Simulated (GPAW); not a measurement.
# Core-hole calculation of the Ti K edge in TiC (Fm-3m), part 4 of 4

Aim: the dependence of the Ti K near-edge features of TiC (Fm-3m) on volume.

GPAW 26.7.0; X-ray absorption from dipole matrix elements to empty bands, plane-wave PAW PBE.

So far. Step 10 (Spectrum with XCH, Ti atom 1): Against the first run the r.m.s. difference is 7 %. The highest intensity below 24 eV goes from 17.8 eV (2.36) to 17.4 eV (2.36).

The database entry behind the starting cell differs from later determinations by our own check (0.1 to 0.3 % short, probably kX units), so it need not match the best structure at ambient conditions.

### Step 12. Spectrum with XCH, Ti atom 1

Shorter bonds are expected to push antibonding states and scattering resonances up, and longer ones down; the cell is scaled to test that.

Changed against the first core-hole run: volume scale from 1 to 1.06.

xas.py

```python
import numpy as np
from ase import Atoms
from ase.parallel import parprint, paropen
from gpaw import GPAW, PW, FermiDirac, Mixer, MixerDif, setup_paths
from gpaw.test import gen
setup_paths.insert(0, '.')
gen('Ti', name='fch1s', xcname='PBE', corehole=(1, 0, 1), write_xml=True)
from gpaw.mpi import world
world.barrier()

atoms = Atoms('Ti8C8',
    cell=[[0, 4.40329993, 4.40329993],
     [4.40329993, 0, 4.40329993],
     [4.40329993, 4.40329993, 0]],
    scaled_positions=[[0, 0, 0],
     [0, 0, 0.5],
     [0, 0.5, 0],
     [0.5, 0, 0],
     [0, 0.5, 0.5],
     [0.5, 0, 0.5],
     [0.5, 0.5, 0],
     [0.5, 0.5, 0.5],
     [0.25, 0.25, 0.25],
     [0.25, 0.25, 0.75],
     [0.25, 0.75, 0.25],
     [0.75, 0.25, 0.25],
     [0.25, 0.75, 0.75],
     [0.75, 0.25, 0.75],
     [0.75, 0.75, 0.25],
     [0.75, 0.75, 0.75]],
    pbc=True)
atoms.calc = calc = GPAW(legacy_gpaw=True, mode=PW(430, force_complex_dtype=True), xc='PBE', setups={0: 'fch1s'},
    kpts={'size': (5, 5, 5), 'gamma': True}, occupations=FermiDirac(0.1),
    charge=-1, mixer=Mixer(0.1, 5, 50), maxiter=150,
    convergence={'density': 0.0001, 'eigenstates': 1e-6}, txt='scf.txt')
energy = atoms.get_potential_energy() + calc.get_reference_energy()
ef = calc.get_fermi_level()
out = dict(energy=energy, fermi=ef, forces=atoms.get_forces().tolist())
parprint(f'all-electron energy {energy:.4f} eV, Fermi level {ef:.4f} eV')
ev = np.array([[calc.get_eigenvalues(k, s) for k in range(len(calc.get_ibz_k_points()))] for s in range(calc.get_number_of_spins())])
out['homo'], out['lumo'], out['counts'] = ev[ev < ef].max(), ev[ev > ef].min(), sorted(set((ev < ef).sum((0, 2)).tolist()))
out['filled'] = (ev[:, 0] < ef).sum(1).tolist()

from ase.units import Ha
from gpaw.xas import dipole_matrix_elements
nb = int(calc.get_number_of_electrons() / 2) + 144
top, nb = nb, nb + 8 + nb // 12
nscf = calc.fixed_density(kpts={'size': (7, 7, 7), 'gamma': True}, nbands=nb,
    convergence={'bands': top, 'eigenstates': 5e-3}, maxiter=60, txt='nscf.txt')
cell = atoms.cell.array
ops = [cell.T @ U.T @ np.linalg.inv(cell.T) for U in nscf.wfs.kd.symmetry.op_scc]
E = np.arange(-6, 34, 0.1)
fwhm = np.interp(E, [4, 25], [0.94, 3.5])
Y, X, zero, highest = 0, 0, 1e9, 1e9
for spin in range(nscf.get_number_of_spins()):
    wfs = nscf.wfs
    mine = wfs.bd.get_slice()  # this rank's bands
    A = dipole_matrix_elements(wfs.setups[0])
    eps = np.zeros((wfs.kd.nibzkpts, nb))
    d = np.zeros((3, A.shape[1], wfs.kd.nibzkpts, nb), complex)
    for kpt in wfs.kpt_u:
        if kpt.s == spin and 0 in kpt.P_ani:
            eps[kpt.k, mine] = kpt.eps_n * Ha
            d[:, :, kpt.k, mine] = (kpt.weight * wfs.nspins / 2) ** 0.5 * np.inner(A, kpt.P_ani[0])
    world.sum(eps)
    world.sum(d)
    T = np.einsum('amkn,bmkn->abkn', d, d.conj()).real
    T = sum(np.einsum('ai,ijkn,bj->abkn', R, T, R) for R in ops) / len(ops)
    empty = eps > ef
    zero, highest = min(zero, eps[empty].min()), min(highest, eps[:, top - 1].min())
    lines = [(eps, T, empty)] if spin == 0 else lines + [(eps, T, empty)]
for eps, T, empty in lines:
    f = np.einsum('aakn->akn', T).reshape(3, -1)
    x = eps.ravel() - zero
    w = np.interp(x, E, fwhm) / 2.35482
    g = np.exp(-0.5 * ((E[:, None] - x) / w) ** 2) / (w * (2 * np.pi) ** 0.5)
    Y = Y + (f * empty.ravel()) @ g.T
    X = X + (f * ~empty.ravel()) @ g.T
out.update(E=E.round(2).tolist(), xas=Y.tolist(), xes=X.tolist(), zero=zero, valid=highest - zero, nk=len(eps), nb=nb)
for i in range(0, len(E), 10):
    parprint(f'{E[i]:7.2f}', *(f'{v:10.3e}' for v in Y[:, i]))
import json
with paropen('out.json', 'w') as f:
    json.dump(out, f)
```

Run with:

```console
$ OMP_NUM_THREADS=1 mpirun -n 4 gpaw python xas.py
```

Numbers of over 12 decimals in the logs are rounded to 6 here.

What it wrote:

```text
Input parameters:
  charge: -1
  convergence: {density: 0.0001,
                eigenstates: 1e-06}
  kpts: {gamma: True,
         size: (5, 5, 5)}
  maxiter: 150
  mixer: {backend: pulay,
          beta: 0.1,
          method: separate,
          nmaxold: 5,
          weight: 50}
  mode: {ecut: 430.0,
         force_complex_dtype: True,
         name: pw}
  occupations: {fixmagmom: False,
[...]
*d    :     0.343888
--------------------------------

Diagonalizing with gridspacing h=0.050

state   all-electron     PAW
-------------------------------
3s:      -2.998602    -2.998884
3p:      -2.109826    -2.110472
3d:      -0.656112    -0.656704
*f:                   -0.028297
-------------------------------
all-electron energy -189168.9351 eV, Fermi level 9.7077 eV
[...]
32.00  4.838e-07  4.838e-07  4.838e-07
  33.00  4.783e-07  4.783e-07  4.783e-07
[key lines of the parts left out:]
Converged after 27 iterations.
Dipole moment: (0.000000, 0.000000, 0.000000) |e|*Ang
Free energy:   -151.446153
Fermi level: 9.70768
```

It took 2.1 min on 4 MPI ranks of Arm Neoverse V2, shared host; peak memory 0.44 GiB; 8.5 min of CPU time.

| E (eV) | first run | this run |
| --- | --- | --- |
| -2.0 | 0.00 | 0.00 |
| -1.0 | 0.00 | 0.00 |
| 0.0 | 0.16 | 0.15 |
| 1.0 | 0.14 | 0.12 |
| 2.0 | 0.15 | 0.15 |
| 3.0 | 0.32 | 0.37 |
| 4.0 | 0.38 | 0.30 |
| 5.0 | 0.39 | 0.46 |
| 6.0 | 0.55 | 0.48 |
| 7.0 | 0.31 | 0.12 |
| 8.0 | 0.10 | 0.12 |
| 9.0 | 0.26 | 0.39 |
| 10.0 | 0.60 | 0.81 |
| 11.0 | 1.00 | 1.10 |
| 12.0 | 1.15 | 1.15 |
| 13.0 | 1.37 | 1.65 |
| 14.0 | 1.87 | 1.96 |
| 15.0 | 1.93 | 1.87 |
| 16.0 | 1.92 | 2.13 |
| 17.0 | 2.21 | 2.37 |
| 18.0 | 2.35 | 2.08 |
| 19.0 | 2.04 | 1.59 |
| 20.0 | 1.61 | 1.31 |
| 21.0 | 1.37 | 1.14 |
| 22.0 | 1.19 | 0.99 |
| 23.0 | 1.02 | 0.89 |
| 24.0 | 0.91 | 0.86 |
| 25.0 | 0.87 | 0.92 |
| 26.0 | 0.92 | 1.11 |
| 27.0 | 1.10 | 1.36 |
| 28.0 | 1.37 | 1.51 |
| 29.0 | 1.54 | 1.48 |
| 30.0 | 1.53 | 1.35 |
| 31.0 | 1.42 | 1.25 |
| 32.0 | 1.31 | 1.19 |

The scaled spectrum changes by 14 % r.m.s. A shift of -0.6 eV leaves 6 %. The highest intensity below 24 eV goes from 17.8 eV (2.36) to 17.0 eV (2.37).

The photon energy of the zero moves by +0.21 eV.

### Step 13. The volumes side by side

| volume | nearest distance (Å) | shift of the zero (eV) | maximum 1 (eV above own zero) | maximum 2 (eV above own zero) | maximum 3 (eV above own zero) |
| --- | --- | --- | --- | --- | --- |
| 0.94 | 2.115 | -0.25 | 6.2 | 15.2 | 18.7 |
| 0.97 | 2.137 | -0.12 | 6.1 | 14.9 | 18.2 |
| 1 | 2.159 | +0.00 | 6.0 | 14.6 | 17.8 |
| 1.03 | 2.181 | +0.11 | 5.8 | 14.2 | 17.4 |
| 1.06 | 2.202 | +0.21 | 5.6 | 13.9 | 17.0 |

The curves, each shifted by its zero's change so that they share one photon-energy axis, counted from the zero at V × 1:

| E (eV) | V × 0.94 | V × 0.97 | V × 1 | V × 1.03 | V × 1.06 |
| --- | --- | --- | --- | --- | --- |
| -2.0 | 0.00 | 0.00 | 0.00 | 0.00 | 0.00 |
| -1.0 | 0.01 | 0.01 | 0.00 | 0.00 | 0.00 |
| 0.0 | 0.23 | 0.19 | 0.16 | 0.13 | 0.10 |
| 1.0 | 0.14 | 0.14 | 0.14 | 0.14 | 0.14 |
| 2.0 | 0.18 | 0.16 | 0.15 | 0.14 | 0.13 |
| 3.0 | 0.35 | 0.33 | 0.32 | 0.31 | 0.30 |
| 4.0 | 0.42 | 0.39 | 0.38 | 0.36 | 0.34 |
| 5.0 | 0.39 | 0.39 | 0.39 | 0.40 | 0.41 |
| 6.0 | 0.58 | 0.56 | 0.55 | 0.54 | 0.52 |
| 7.0 | 0.46 | 0.38 | 0.31 | 0.24 | 0.18 |
| 8.0 | 0.14 | 0.11 | 0.10 | 0.09 | 0.09 |
| 9.0 | 0.23 | 0.25 | 0.26 | 0.29 | 0.32 |
| 10.0 | 0.52 | 0.56 | 0.60 | 0.65 | 0.71 |
| 11.0 | 0.91 | 0.96 | 1.00 | 1.04 | 1.07 |
| 12.0 | 1.18 | 1.17 | 1.15 | 1.14 | 1.12 |
| 13.0 | 1.33 | 1.34 | 1.37 | 1.43 | 1.51 |
| 14.0 | 1.77 | 1.82 | 1.87 | 1.92 | 1.95 |
| 15.0 | 2.00 | 1.97 | 1.93 | 1.90 | 1.87 |
| 16.0 | 1.94 | 1.91 | 1.92 | 1.97 | 2.05 |
| 17.0 | 2.10 | 2.15 | 2.21 | 2.29 | 2.36 |
| 18.0 | 2.35 | 2.36 | 2.35 | 2.29 | 2.18 |
| 19.0 | 2.32 | 2.19 | 2.04 | 1.85 | 1.68 |
| 20.0 | 1.98 | 1.78 | 1.61 | 1.47 | 1.35 |
| 21.0 | 1.64 | 1.48 | 1.37 | 1.26 | 1.18 |
| 22.0 | 1.43 | 1.29 | 1.19 | 1.10 | 1.02 |
| 23.0 | 1.23 | 1.11 | 1.02 | 0.95 | 0.90 |
| 24.0 | 1.05 | 0.97 | 0.91 | 0.87 | 0.86 |
| 25.0 | 0.95 | 0.90 | 0.87 | 0.87 | 0.90 |
| 26.0 | 0.91 | 0.90 | 0.92 | 0.98 | 1.06 |
| 27.0 | 0.96 | 1.02 | 1.10 | 1.21 | 1.31 |
| 28.0 | 1.15 | 1.26 | 1.37 | 1.45 | 1.49 |
| 29.0 | 1.43 | 1.51 | 1.54 | 1.54 | 1.50 |
| 30.0 | 1.61 | 1.59 | 1.53 | 1.46 | 1.38 |
| 31.0 | 1.60 | 1.50 | 1.42 | 1.34 | 1.26 |
| 32.0 | 1.48 | 1.38 | 1.31 | 1.24 | 1.19 |

### Step 14. Results

```yaml
absorber_and_edge: Ti K, atom 1 of the ground-state input (counted from 1)
surroundings: 6 C at 2.16 Å (octahedral, site symmetry m-3m)
highest_intensity_below_24_ev: 17.8 eV above the zero, height 2.36
photon_energy_of_the_zero_with_the_added_terms: 4960.6 eV (raw 4983.4 eV; uncertain by a few eV)
```

From V × 0.94 to V × 1.06 the nearest distance grows by 0.086 Å and the zero moves by +0.46 eV. Above their own zero, the maxima move from 6.2 to 5.6 eV, from 15.2 to 13.9 eV and from 18.7 to 17.0 eV. The one highest in energy moves most, in the direction that the rule ΔE·R² ≈ constant for scattering resonances gives. The Ti K edge of atom 1, with 6 C at 2.16 Å (octahedral, site symmetry m-3m), has its highest intensity of the first 24 eV at 17.8 eV above the zero, near 4978 eV in photon energy (uncertain by a few eV), 2.4 times the mean level of the first 20 eV (Gaussian full width 0.94 eV up to 4 eV, rising linearly to 3.5 eV at 25 eV). The strongest dipole feature below the main edge lies at 6.0 eV (height 0.55); the site has an inversion centre, so it comes from p states mixed with the neighbours' empty states, not from local p–d mixing. Quadrupole 1s→3d transitions, which feed the pre-edge, are not in the dipole spectrum. The holes are only 6.1 Å apart, so the shape is probably not converged with cell size; no larger cell was run here. Lifetime broadening is put in by hand, and intensities beyond about 20 eV depend on it and on the partial waves. The structure is a published determination, not relaxed.

[Banner, clock and machine lines of the logs are left out without a mark of their own.]

[Logs are printed without paths, hosts, clocks, repeated set-up lines and the standing remarks that a program may print on its own settings, such as how far it seeks lower states.]

[Hosts, paths, dates, database ids (printed as entryN), source tags and the programs' standing remarks are cut or masked in the printed files.]

[Lists of maxima count a maximum above −3 eV only where it reaches 4 % of the highest in the window and stands out from its surroundings by 2 % of it (1.5 % where it reaches 55 %); shoulders and weaker maxima are passed over, and of the rest the first, up to two pre-edge ones and the few strongest are named.]
